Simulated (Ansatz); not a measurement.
# LiMg (Pm-3m): the cell at rest

Wanted: the relaxed cell of LiMg (Pm-3m).

Method: DFT PBEsol, scalar-relativistic, plane waves, PAW, in Ansatz 0.2.0.

## Step 1: Starting point

The structure is cubic, space group Pm-3m (No. 221). Conventional cell: a = 3.415 Å, b = 3.415 Å, c = 3.415 Å, α = 90.00°, β = 90.00°, γ = 90.00°. Nearest to Li lie 8 Mg at 2.96 Å. Nearest to Mg lie 8 Li at 2.96 Å. Farther neighbours are not listed.

## Step 2: A coarse first look

First a cheap look: the gap decides the mesh and the occupations, the pressure tells how far the cell has to move.

input.yaml reads:

```yaml
crystal:
  lattice:
    - [3.415326, 0.0, 0.0]
    - [0.0, 3.415326, 0.0]
    - [0.0, 0.0, 3.415326]
  atoms:
    - { symbol: Li, position: [0.0, 0.0, 0.0] }
    - { symbol: Mg, position: [0.5, 0.5, 0.5] }
kpoints:
  mp_grid: { grid: [6, 6, 6] }
hamiltonian:
  xc: pbesol
scf:
  occupations: { method: gaussian, width: 0.1 }
output:
  forces: true
  stress: true
  eigenvalues: true
```

Run with:

```sh
$ ansatz run input.yaml --threads 4 --pin off --max-ram 7168MiB --backend cpu --events-out ev --progress --plain --runs-dir out
```

Numbers of over 12 decimals in the logs are rounded to 6 here.

Output:

```text
Engine: ansatz 0.2.0, aarch64-unknown-linux-gnu
Pseudopotentials: kind: paw
Pseudopotential: Li, paw, valence charge 3, recommended cutoff 420 eV (normal), Li.paw.azcp
Pseudopotential: Mg, paw, valence charge 10, recommended cutoff 420 eV (normal), Mg.paw.azcp
Functional definition: PBEsol
  exchange = pbesol_x
  correlation = pbesol_c
Crystal: 2 atoms, lattice volume = 39.838 Å³
[...]
--- Band table (eV; the first three rows and the last of 20) ---
  k-point 0: bands = [... 3 lower, -38.6834, -38.6834, -1.8252, 8.8750, 8.8750, 8.8750, 9.6802, 9.6802]
  k-point 1: bands = [... 3 lower, -38.6832, -38.6832, -1.5129, 6.0686, 9.1947, 9.1947, 10.0212, 12.5045]
  k-point 2: bands = [... 3 lower, -38.6829, -38.6829, -0.6041, 3.3944, 10.1375, 10.1375, 11.0106, 14.2215]
  k-point 19: bands = [... 3 lower, -38.6897, -38.6897, 6.0782, 6.0782, 6.0782, 6.3902, 6.3902, 6.3902]
[key lines of the parts left out:]
SCF converged after 6 iterations
Free energy (F): -2115.118278 eV
Fermi energy:    3.796945 eV
P = ⅓ Tr σ = 0.0577 GPa (0.577 kbar)
```

Run time: 0.3 s. Hardware: 4 threads of Arm Neoverse V2, shared host; peak memory 0.25 GiB.

Numbers from this step:

- pressure: 0.05766 GPa
- volume per atom: 19.92 Å³
- gap on the k-mesh: 0 eV

The coarse mesh shows no gap and a pressure of 0.1 GPa.

## Step 3: Relaxation

Harmonic phonons are second derivatives at a point where the forces vanish, and they are wanted at zero stress, so atoms and cell are relaxed first.

input.yaml, the sections that differ from step 2:

```yaml
kpoints:
  mp_grid: { grid: [12, 12, 12] }
output:
  forces: true
  stress: true
  eigenvalues: true
  write_density: true
  write_potential: true
  elf: true
  volumetric_format: npy
relax:
  adjacent_minimum: "off"
  f_tol: 0.005
  max_steps: 80
  cell: { stress_tol: 0.05 }
# crystal, hamiltonian, scf: as in step 2
```

Output:

```text
[...]
Crystal: 2 atoms, lattice volume = 39.838 Å³
Basis set: ecut = 420 eV, 751 PW (Γ), exchange–correlation on 48×48×48 points (8 copies of the dense FFT grid, shifted against one another)
Bands: 11, of which v1, the nominal top of the filled ones, is band 7 counted from 1 (6 counted from 0)
Symmetry: 48 space group operations
[...]
k-points: 84 of 1728
[...]
SCF iter   1: F=—  HF=-2115.172975 eV  |F-HF|=—  |Δ(HF+E_count)|=         —  Δρ=1.73e-3  dr2=5.84e-4  ethr=1.77e-3  ⟨swp⟩=5.1  Hψ=5465  notcnv=0
[...]
SCF iter   6: F=-2115.171564 eV  HF=-2115.171564 eV  |F-HF|=1.25e-10  |Δ(HF+E_count)|=   1.11e-8  Δρ=5.90e-7  dr2=6.05e-11  ethr=5.69e-11  ⟨swp⟩=5.9  Hψ=4683  notcnv=0
SCF 1 converged in 6 iterations: F = -2115.171564 eV  dr2 = 6.05e-11
[...]
relax step   1: F+E_penalty+E_count = -2115.17156382 eV  Δ(F+E_penalty+E_count) = +0.000e0 eV  max|allowed force component| = 1.473e-28 eV/Å  Δτ_max = 0.0000 Å  P = -0.030 GPa  Ω = 39.838 Å³  (6 SCF iters, dr2 threshold 1.00e-7 eV, accepted)
[...]
iter 1 solved again at ethr=1.79e-8 eV; its pass at ethr=3.10e-3 eV (dr2=2.33e-6 eV) is discarded
[...]
SCF iter   3: F=-2115.171564 eV  HF=-2115.171564 eV  |F-HF|=1.23e-11  |Δ(HF+E_count)|=  1.46e-11  Δρ=2.05e-7  dr2=5.85e-12  ethr=1.00e-12  ⟨swp⟩=3.8  Hψ=3362  notcnv=0
SCF 2 converged in 3 iterations: F = -2115.171564 eV  dr2 = 5.85e-12
relax step   2: F+E_penalty+E_count = -2115.17156382 eV  Δ(F+E_penalty+E_count) = -4.502e-11 eV  max|allowed force component| = 1.388e-28 eV/Å  Δτ_max = 0.0000 Å  P = -0.030 GPa  Ω = 39.838 Å³  stress off target by 2.96e-2 GPa  SCF on the basis re-selected at this cell (its energy is not comparable with the rows above)  (3 SCF iters)
basis re-selected at this cell: Δ(F+E_penalty+E_count) = -4.502e-11 eV, ΔP = -0.000 GPa vs the last step (what re-selecting the basis moved, of the pressure what is left beyond the Pulay correction that the steps carried, after the strain that the cell walked since its last selection, with what the two solves' SCF thresholds leave and, on support functions, any second-order correction that the steps lacked; it is no  [...]
SCF converged after 3 iterations
Free energy (F): -2115.171564 eV
[...]
Internal energy: -2115.168056 eV  (E = F + TS)
E sigma→0 (E₀):  -2115.169810 eV
Entropy (-TS):   -0.003508 eV (-1.754 meV/atom)
Fermi energy:    3.773258 eV
[...]
--- Stress (GPa, compression-positive) ---
       -0.029587      -0.000000       0.000000
       -0.000000      -0.029587      -0.000000
        0.000000       0.000000      -0.029587
  P = ⅓ Tr σ = -0.0296 GPa (-0.296 kbar)
--- Band table (eV; the first three rows and the last of 84) ---
  k-point 0: bands = [... 3 lower, -38.6722, -38.6722, -1.8245, 8.8749, 8.8749, 8.8749, 9.6809, 9.6809]
  k-point 1: bands = [... 3 lower, -38.6722, -38.6722, -1.7461, 7.5904, 8.9549, 8.9549, 9.7665, 10.9926]
  k-point 2: bands = [... 3 lower, -38.6721, -38.6721, -1.5122, 6.0688, 9.1945, 9.1945, 10.0220, 12.5051]
  k-point 83: bands = [... 3 lower, -38.6785, -38.6785, 6.0771, 6.0771, 6.0771, 6.3919, 6.3919, 6.3919]
--- Relaxed structure (1 steps of the walk, 1 accepted, 1 SCFs on fresh bases) ---
  F+E_penalty+E_count = -2115.17156382 eV   max|allowed force component| = 1.388e-28 eV/Å   (the final SCF, on the basis selected at the relaxed cell)
  cell:  # Å, volume = 39.8379 Å³
    - [3.415326, 0.0, 0.0]
    - [0.0, 3.415326, 0.0]
    - [0.0, 0.0, 3.415326]
  atoms:
    - { symbol: Li, position: [0.0, 0.0, 0.0] }
    - { symbol: Mg, position: [0.500000, 0.500000, 0.500000] }
```

Run time: 1.3 s. Hardware: 4 threads; peak memory 0.32 GiB.

Little changed from the start: no atom moved by 0.005 Å and no cell edge by 0.1 %.

This step gave:

- pressure: -0.02959 GPa

Valence density in the ac plane at fractional y = 0.000, with atoms of Li within 0.2 Å of it. It is the smooth field of the valence electrons, not physical close to the nuclei.

Ten steps, logarithmic in the rise over the least value, from '_' (0.1 e/Å³) to '@' (8.4 e/Å³), each cell a mean:
```
@@##==________________..++%%
**++::__________________::++
::..______________________..
____________________________
____________________________
____________________________
____________________________
____________________________
____________________________
____________________________
..__________________________
++==..__________________::==
%%##==________________..++##
@@%%++..______________::**@@
```
Columns run along a (3.4 Å), rows up along c (3.4 Å). Atoms in or near the plane, at fractional coordinates: Li at (0.00, 0.00).

Electrostatic potential energy in the ac plane at fractional y = 0.000, with atoms of Li within 0.2 Å of it. With pseudopotentials it is smooth inside the atoms' cores, unlike the true potential.

Ten even steps from '0' (-24 eV) to '9' (6 eV), each cell a mean:
```
00379999998620
13589999999752
66889999999876
88999999999998
99999999999999
99999999999999
99999999999999
99999999999999
99999999999999
89999999999999
77899999999887
23689999999853
00379999998630
00278999998610
```
Columns run along a (3.4 Å; values clipped at the 3rd and 97th percentile), rows up along c (3.4 Å). Atoms in or near the plane, at fractional coordinates: Li at (0.00, 0.00).

ELF in the ac plane at fractional y = 0.000, with atoms of Li within 0.2 Å of it. It is the smooth field of the valence electrons, not physical close to the nuclei.

Ten even steps from '0' (0.37 × 1e-1) to '9' (9.88 × 1e-1), each cell a mean:
```
98301345430049
63001455531014
00013555542000
00134566654210
23455666665433
44556666666554
55556666666555
44556666666554
33455666665543
01235566654311
00013555553100
42002455541003
97201345430038
99400345420069
```
Columns run along a (3.4 Å), rows up along c (3.4 Å). Atoms in or near the plane, at fractional coordinates: Li at (0.00, 0.00).

In this step the volume went from 19.92 to 19.92 Å³/atom.

## Step 4: Tight relaxation

Phonons need a cell at rest on their own settings, so the relaxation is repeated with tight tolerances on forces and stress, using the mesh and the filling of the phonon run that follows.

input.yaml, the sections that differ from step 3:

```yaml
scf:
  occupations: { method: methfessel_paxton, width: 0.15 }
output:
  forces: true
  stress: true
  eigenvalues: true
relax:
  adjacent_minimum: "off"
  f_tol: 0.001
  max_steps: 60
  cell: { stress_tol: 0.01 }
# crystal, kpoints, hamiltonian: as in step 3
```

Output:

```text
[...]
Crystal: 2 atoms, lattice volume = 39.838 Å³
Basis set: ecut = 420 eV, 751 PW (Γ), exchange–correlation on 48×48×48 points (8 copies of the dense FFT grid, shifted against one another)
Bands: 11, of which v1, the nominal top of the filled ones, is band 7 counted from 1 (6 counted from 0)
Symmetry: 48 space group operations
[...]
k-points: 84 of 1728
[...]
k-point 83: bands = [... 3 lower, -38.6690, -38.6690, 6.0853, 6.0853, 6.0853, 6.4022, 6.4022, 6.4022]
--- Relaxed structure (2 steps of the walk, 2 accepted, 1 SCFs on fresh bases) ---
[...]
cell:  # Å, volume = 39.7870 Å³
    - [3.413871, 0, 0]
    - [0.0, 3.413871, 0.0]
    - [0, 0.0, 3.413871]
  atoms:
    - { symbol: Li, position: [0, 0, 0] }
    - { symbol: Mg, position: [0.5, 0.5, 0.5] }
[key lines of the parts left out:]
SCF converged after 4 iterations
Free energy (F): -2115.169276 eV
Fermi energy:    3.787122 eV
P = ⅓ Tr σ = -0.0016 GPa (-0.016 kbar)
```

The job ended after 1.6 s (4 threads; peak memory 0.32 GiB; 5.6 s of CPU time).

Little changed from the start: no atom moved by 0.005 Å and no cell edge by 0.1 %.

Numbers from this step:

```
pressure        : -0.001560 GPa
volume per atom : 19.89 Å³
```

The forces vanish by symmetry and the pressure is -0.002 GPa, within the tolerances set. The cell now holds 19.89 Å³/atom.

## Step 5: Outcome

- space group after relaxation (within 0.01 Å): Pm-3m
- lattice constant a: 3.414 Å
- lattice constant b: 3.414 Å
- lattice constant c: 3.414 Å
- volume per atom: 19.9 Å³

The forces vanish by symmetry and the pressure is -0.002 GPa, within the tolerances set. The cell now holds 19.89 Å³/atom. The relaxation keeps the symmetry of its start, so it says nothing on stability against lower symmetry. The runs are without spin polarisation, although the cell has an odd electron count.

[Logs are printed without paths, hosts, clocks, repeated set-up lines and the standing remarks that a program may print on its own settings, such as how far it seeks lower states.]

[Hosts, paths, dates, database ids (printed as entryN), source tags and the programs' standing remarks are cut or masked in the printed files.]
